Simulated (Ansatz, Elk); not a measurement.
# How far do independent atoms describe Na3Sc?

The structure of Na3Sc used here is made up (a known structure type with other elements) and was relaxed beforehand with PBE. The aim is the Fourier transform of its all-electron density, F(hkl), set beside the sum over free spherical atoms that refinements use.

Calculated with Elk 11.2.3 (patched build); DFT, PBE, all-electron APW+lo, Dirac cores, scalar-relativistic bands, static density, no spin.

The structure was built from a prototype and need not be the compound's stable phase.

### Step 1. The starting structure

Symmetry: Fm-3m, No. 225, cubic system. The conventional cell has a = 8.027 Å, b = 8.027 Å, c = 8.027 Å, α = 90.00°, β = 90.00°, γ = 90.00°. Sc has 8 Na at 3.48 Å nearest. Nearest to Na lie 8 Na at 3.48 Å. Nearest to Na lie 4 Sc at 3.48 Å and 4 Na at 3.48 Å. Farther neighbours are not listed.

As a file:

```cif
data_structure
_symmetry_space_group_name_H-M 'Fm-3m'
_symmetry_Int_Tables_number 225
_cell_length_a 8.0266
_cell_length_b 8.0266
_cell_length_c 8.0266
_cell_angle_alpha 90.000
_cell_angle_beta 90.000
_cell_angle_gamma 90.000
_cell_volume 517.12
loop_
_atom_site_label
_atom_site_type_symbol
_atom_site_symmetry_multiplicity
_atom_site_Wyckoff_symbol
_atom_site_fract_x
_atom_site_fract_y
_atom_site_fract_z
_atom_site_occupancy
Sc1 Sc 4 a 0.00000 0.00000 0.00000 1
Na1 Na 4 b 0.50000 0.00000 0.00000 1
Na2 Na 8 c 0.25000 0.25000 0.75000 1
```

### Step 2. Ground state and structure factors

An all-electron density is needed, since X-rays see the cores too. Task 0 finds the density and task 195 Fourier-transforms it; tshift is off so that phases refer to the origin typed.

elk.in

```
tasks
  0
  195

xctype
  20

spinpol
  .false.

rgkmax
  7.0

gmaxvr
  14.0

lmaxo
  7

lmaxapw
  8

swidth
  0.002

tshift
  .false.

ramdisk
  .false.

hmaxvr
  5.5

maxscl
  120

epspot
  1e-06

sppath
  './'

avec
  -0.00000000000 7.58400656153 7.58400656153
  7.58400656153 -0.00000000000 7.58400656153
  7.58400656153 7.58400656153 0.00000000000

atoms
  2
  'Sc.in'
  1
  0.0000000000 -0.0000000000 -0.0000000000   0.000000 0.000000 0.000000
  'Na.in'
  3
  0.5000000000 0.5000000000 0.5000000000   0.000000 0.000000 0.000000
  0.7500000000 0.7500000000 0.7500000000   0.000000 0.000000 0.000000
  0.2500000000 0.2500000000 0.2500000000   0.000000 0.000000 0.000000

ngridk
  5 5 5
```

Command:

```bash
OMP_NUM_THREADS=4 elk
```

Numbers of over 12 decimals in the logs are rounded to 6 here.

What it wrote:

```text
┌─────────────────────────┐
│ Elk code version 11.2.3 │
└─────────────────────────┘

All units are atomic (Hartree, Bohr, etc.)

┌─────────────────────────────────────────────────┐
│ Ground-state run starting from atomic densities │
└─────────────────────────────────────────────────┘

Lattice vectors :
  -0.000000000       7.584006562       7.584006562
   7.584006562      -0.000000000       7.584006562
   7.584006562       7.584006562       0.000000000

Reciprocal lattice vectors :
 -0.4142391793      0.4142391793      0.4142391793
  0.4142391793     -0.4142391793      0.4142391793
  0.4142391793      0.4142391793     -0.4142391793

Unit cell volume      :    872.4209698
Brillouin zone volume :   0.2843239927

Muffin-tin inner radius fraction :   0.1000000000E-01

Nuclei treated as point charges

Species : 1 (Sc)
 parameters loaded from : Sc.in
 name : scandium
 nuclear charge    :   -21.00000000
 electronic charge :    21.00000000
 atomic mass :    81949.61073
 muffin-tin radius :    2.400000000
 number of radial points in muffin-tin :    993
 inner part over the whole radius :   0.9898716403E-02
 number on inner part of muffin-tin    :    698
 approximate nuclear radius :   0.6711386133E-04
 number of mesh points to nuclear radius :    323
 atomic positions (lattice), magnetic fields (Cartesian) :
  1 :   0.00000000  0.00000000  0.00000000    0.00000000  0.00000000  0.00000000

Species : 2 (Na)
 parameters loaded from : Na.in
 name : sodium
 nuclear charge    :   -11.00000000
 electronic charge :    11.00000000
 atomic mass :    41907.78703
 muffin-tin radius :    2.200000000
 number of radial points in muffin-tin :    793
 inner part over the whole radius :   0.9883648912E-02
 number on inner part of muffin-tin    :    551
 approximate nuclear radius :   0.5574345702E-04
 number of mesh points to nuclear radius :    238
 atomic positions (lattice), magnetic fields (Cartesian) :
  1 :   0.50000000  0.50000000  0.50000000    0.00000000  0.00000000  0.00000000
  2 :  -0.25000000 -0.25000000 -0.25000000    0.00000000  0.00000000  0.00000000
  3 :   0.25000000  0.25000000  0.25000000    0.00000000  0.00000000  0.00000000

Total number of atoms per unit cell :    4
Total muffin-tin volume :    191.7125501
 ratio of muffin-tin to unit cell volume :   0.2197477556

Spin treatment :
 spin-unpolarised

Number of Bravais lattice symmetries :   48
Number of crystal symmetries         :   48
Crystal has inversion symmetry
Real symmetric eigensolver will be used

k-point grid :      5     5     5
k-point offset :    0.000000000       0.000000000       0.000000000
k-point set is reduced with full crystal symmetry group
Total number of k-points :       10

Muffin-tin radius times maximum |G+k| :    7.000000000
 using average radius
Maximum |G+k| for APW functions       :    3.111111111
Maximum (1/2)|G+k|²                   :    4.839506173
Maximum |G| for potential and density :    14.00000000
Constant for pseudocharge density :    8
 order of it for each species :   15  15
 order of it for pair densities of each species (exact exchange by exxq0 0: 16) :   11   9
Radial integration step length :    1

G-vector grid sizes :     48    48    48
Number of G-vectors :    40533

Maximum angular momentum used for
 APW functions            :    8
 outer part of muffin-tin :    7
 inner part of muffin-tin :    2

Total nuclear charge    :   -54.00000000
Total core charge       :    16.00000000
Total valence charge    :    38.00000000
Total excess charge     :    0.000000000
Total electronic charge :    54.00000000

Effective Wigner radius, rₛ :    1.568247398

Number of empty states         :     16
Total number of valence states :     36
Total number of core states    :     16

Third-order local-orbitals added for an l without core states : T
Total number of local-orbitals :     51

Exchange-correlation functional :     20     0     0
 Perdew-Burke-Ernzerhof, Phys. Rev. Lett. 77, 3865 (1996)
 gradient requirement :    1
[...]
Madelung                    :     -1498.5466529351
 xc potential                :     -104.94943509081
 exchange                    :     -79.973065514583
 correlation                 :     -2.055351
 electron entropic           :    -0.11724269374528E-02
 total energy                :     -1252.0004068906

Density of states at Fermi energy :    85.52535734
 (states/Hartree/unit cell)

Estimated indirect band gap :   0.2519419649E-02
 from k-point 5 to k-point 4
Estimated direct band gap   :   0.1101188054E-01
 at k-point 5

Charges :
 core                        :    16.00000000
 valence                     :    38.00000000
 interstitial                :    5.014214561
 muffin-tins (core leakage)
  species : 1 (Sc)
   atom 1                    :    18.75435101     ( -0.2163435919E-06)
  species : 2 (Na)
   atom 1                    :    10.06114259     ( -0.9715865490E-07)
[...]
total in muffin-tins        :    48.98578544
 total calculated charge     :    54.00000183
 total charge                :    54.00000000
 error                       :   0.1826524546E-05

RMS change in Kohn-Sham potential (target) :   0.7798809972     (  0.1000000000E-05)
Absolute change in total energy (target)   :   0.4249522331     (  0.1000000000E-03)

[... loops 3 to 13 left out ...]

┌──────────────────┐
│ Loop number : 14 │
└──────────────────┘

Energies :
 Fermi                       :     0.50194550971477E-01
 sum of occupied eigenvalues :     -704.38192546435
 electron kinetic            :      1258.2825672711
 core electron kinetic       :      1053.4345264497
 Coulomb                     :     -2427.6423453607
 Coulomb potential           :     -1856.5983096226
 nuclear-nuclear             :     -184.02301139670
 electron-nuclear            :     -2634.2809059703
 Hartree                     :      390.66157200627
 Madelung                    :     -1499.3431905494
 xc potential                :     -106.06618311280
 exchange                    :     -80.046652795637
 correlation                 :     -2.055700
 electron entropic           :    -0.15162518845723E-02
 total energy                :     -1251.4636469105

Density of states at Fermi energy :    109.0186140
 (states/Hartree/unit cell)

Estimated indirect band gap :   0.5758003630E-02
 from k-point 4 to k-point 3
Estimated direct band gap   :   0.8101460460E-02
 at k-point 4

Charges :
 core                        :    16.00000000
 valence                     :    38.00000000
 interstitial                :    4.837519644
 muffin-tins (core leakage)
  species : 1 (Sc)
[...]
species : 2 (Na)
[...]
total in muffin-tins        :    49.16248036
 total calculated charge     :    54.00000124
 total charge                :    54.00000000
 error                       :   0.1239631970E-05

RMS change in Kohn-Sham potential (target) :   0.6358899048E-06 (  0.1000000000E-05)
Absolute change in total energy (target)   :   0.3147832126E-04 (  0.1000000000E-03)

Convergence targets achieved

┌──────────────────┐
│ Loop number : 15 │
└──────────────────┘

Energies :
 Fermi                       :     0.50194593619753E-01
 sum of occupied eigenvalues :     -704.38192650115
 electron kinetic            :      1258.2825722781
 core electron kinetic       :      1053.4345260603
 Coulomb                     :     -2427.6423503374
 Coulomb potential           :     -1856.5983033095
 nuclear-nuclear             :     -184.02301139670
 electron-nuclear            :     -2634.2809220687
 Hartree                     :      390.66158312794
 Madelung                    :     -1499.3431986827
 xc potential                :     -106.06619546975
 exchange                    :     -80.046653468820
 correlation                 :     -2.055700
 electron entropic           :    -0.15162549017199E-02
 total energy                :     -1251.4636475573

Density of states at Fermi energy :    109.0188333
 (states/Hartree/unit cell)

Estimated indirect band gap :   0.5757996614E-02
 from k-point 4 to k-point 3
Estimated direct band gap   :   0.8101457296E-02
 at k-point 4

Charges :
 core                        :    16.00000000
 valence                     :    38.00000000
 interstitial                :    4.837518444
 muffin-tins (core leakage)
  species : 1 (Sc)
[...]
species : 2 (Na)
   atom 1                    :    10.05304705     ( -0.9715865268E-07)
   atom 2                    :    10.07556159     ( -0.9715865046E-07)
   atom 3                    :    10.07556159     ( -0.9715865046E-07)
 total in muffin-tins        :    49.16248156
 total calculated charge     :    54.00000124
 total charge                :    54.00000000
 error                       :   0.1239621085E-05

┌──────────────────────────────┐
│ Self-consistent loop stopped │
└──────────────────────────────┘

Wrote STATE.OUT
```

It took 17 s on 4 threads of Intel Xeon Platinum 8488C (Sapphire Rapids), shared host; peak memory 0.21 GiB.

SFACRHO.OUT:

```text

h k l indices transformed by vhmat matrix:
   1.000000000       0.000000000       0.000000000    
   0.000000000       1.000000000       0.000000000    
   0.000000000       0.000000000       1.000000000    

      h      k      l  multipl.   |H|            Re(F)            Im(F)           |F|

      0      0      0      1   0.0000000       54.000000      0.18811706E-16   54.000000    
      0      1      0      8  0.71748330       8.4327787      0.15134091E-14   8.4327787    
      1      0      1      6  0.82847836       8.0489518     -0.22247024E-14   8.0489518    
     -2     -1     -1     12   1.1716453       41.603306      0.41577641E-14   41.603306    
      1      0      2     24   1.3738759       6.7115233      0.30268183E-14   6.7115233    
      0     -2      0      8   1.4349666       6.6163501      0.20097887E-14   6.6163501    
      0     -2     -2      6   1.6569567       36.547770      0.38388259E-14   36.547770    
      2     -1      0     24   1.8056267       5.9008029      0.45402274E-14   5.9008029    
     -2     -1      1     24   1.8525339       5.8215004      0.18011756E-14   5.8215004    
      1      1     -2     24   2.0293492       32.640130      0.12003633E-15   32.640130    
      3      0      0      8   2.1524499       5.3610116      0.22701137E-14   5.3610116    
     -3     -2      0     24   2.1524499       5.3527806     -0.37835228E-14   5.3527806    
      2     -2      0     12   2.3432907       29.501971     -0.20107670E-15   29.501971    
      1     -1      3     48   2.4506720       4.9905190      0.22701137E-14   4.9905190    
     -1     -1     -4     24   2.4854351       4.9556970      0.41748533E-14   4.9556970    
      0     -3     -3      6   2.4854351       4.9470076      0.42495865E-14   4.9470076    
     -1     -4     -3     24   2.6198786       26.949332      0.54327687E-14   26.949332    
      0     -4     -1     24   2.7163480       4.7427736     -0.30268183E-14   4.7427736
```

Elk indexes on the primitive cell of elk.in and gives |H| = 4π sin θ/λ in inverse bohr. Below, one row stands for each form hkl of the conventional cell (m members, Friedel mates merged), F is for one primitive cell and the density is static (no thermal factor). Free-atom factors are Waasmaier and Kirfel's, and R is Σm||F|−|F'||/Σm|F|.

```csv
hkl,m,sin θ/λ (Å⁻¹),"abs F, DFT",neutral atoms,diff.
111,8,0.108,8.433,8.436,-0.003
200,6,0.125,8.049,8.104,-0.055
220,12,0.176,41.603,41.837,-0.234
311,24,0.207,6.712,6.696,+0.016
222,8,0.216,6.616,6.563,+0.054
400,6,0.249,36.548,36.660,-0.112
331,24,0.272,5.901,5.850,+0.051
420,24,0.279,5.822,5.770,+0.051
422,24,0.305,32.640,32.712,-0.072
333,8,0.324,5.361,5.316,+0.045
511,24,0.324,5.353,5.316,+0.037
440,12,0.352,29.502,29.552,-0.050
531,48,0.368,4.990,4.956,+0.035
442,24,0.374,4.956,4.920,+0.036
600,6,0.374,4.947,4.920,+0.027
620,24,0.394,26.949,26.981,-0.032
533,24,0.408,4.743,4.711,+0.032
622,24,0.413,4.714,4.687,+0.027
444,8,0.432,24.859,24.867,-0.008
551,24,0.445,4.575,4.547,+0.027
711,24,0.445,4.569,4.547,+0.022
640,24,0.449,4.556,4.531,+0.024
```

### Step 3. The highest occupied states alone

An energy window below the Fermi level keeps the highest occupied states, to see at which angles they scatter; shallow core shells can lie inside it and anion s states outside. No new self-consistency is needed.

elk.in: that of step 2 with these lines changed.

```diff
@@ -1,3 +1,2 @@
 tasks
-  0
   195
@@ -40,2 +39,5 @@
 
+wsfac
+  -0.317300 0.350190
+
 sppath
```

Command:

```bash
OMP_NUM_THREADS=4 elk
```

What it wrote:

```text
┌─────────────────────────────────┐
│ Elk code version 11.2.3 started │
└─────────────────────────────────┘

Info(readinput): the functional depends on the density's gradient
 muffin-tin radial points multiplied by    2.00000
 (not where nrmtscf is given)

┌────────────────────┐
│ Current task : 195 │
└────────────────────┘

Info(sfacrho): density structure factors written to SFACRHO.OUT

 Energy window :  -0.3173000000      0.3501900000

┌──────────────────┐
│ Elk code stopped │
└──────────────────┘
```

Elapsed: 7 s, on 4 threads; peak memory 0.16 GiB.

States within 10 eV below the Fermi level hold 6.00 electrons; any levels below the window count with the cores. Their amplitudes can exceed the total, where window and core parts have opposite phase:

```csv
hkl,sin θ/λ (Å⁻¹),"abs F, window","abs F, all"
111,0.108,0.963,8.433
200,0.125,0.735,8.049
220,0.176,0.237,41.603
311,0.207,0.314,6.712
222,0.216,0.318,6.616
400,0.249,0.215,36.548
331,0.272,0.216,5.901
420,0.279,0.202,5.822
422,0.305,0.225,32.640
333,0.324,0.158,5.361
```

(Part 1 of 2 ends here.)

[Logs are printed without paths, hosts, clocks, repeated set-up lines and the standing remarks that a program may print on its own settings, such as how far it seeks lower states.]

[Hosts, paths, dates, database ids (printed as entryN), source tags and the programs' standing remarks are cut or masked in the printed files.]
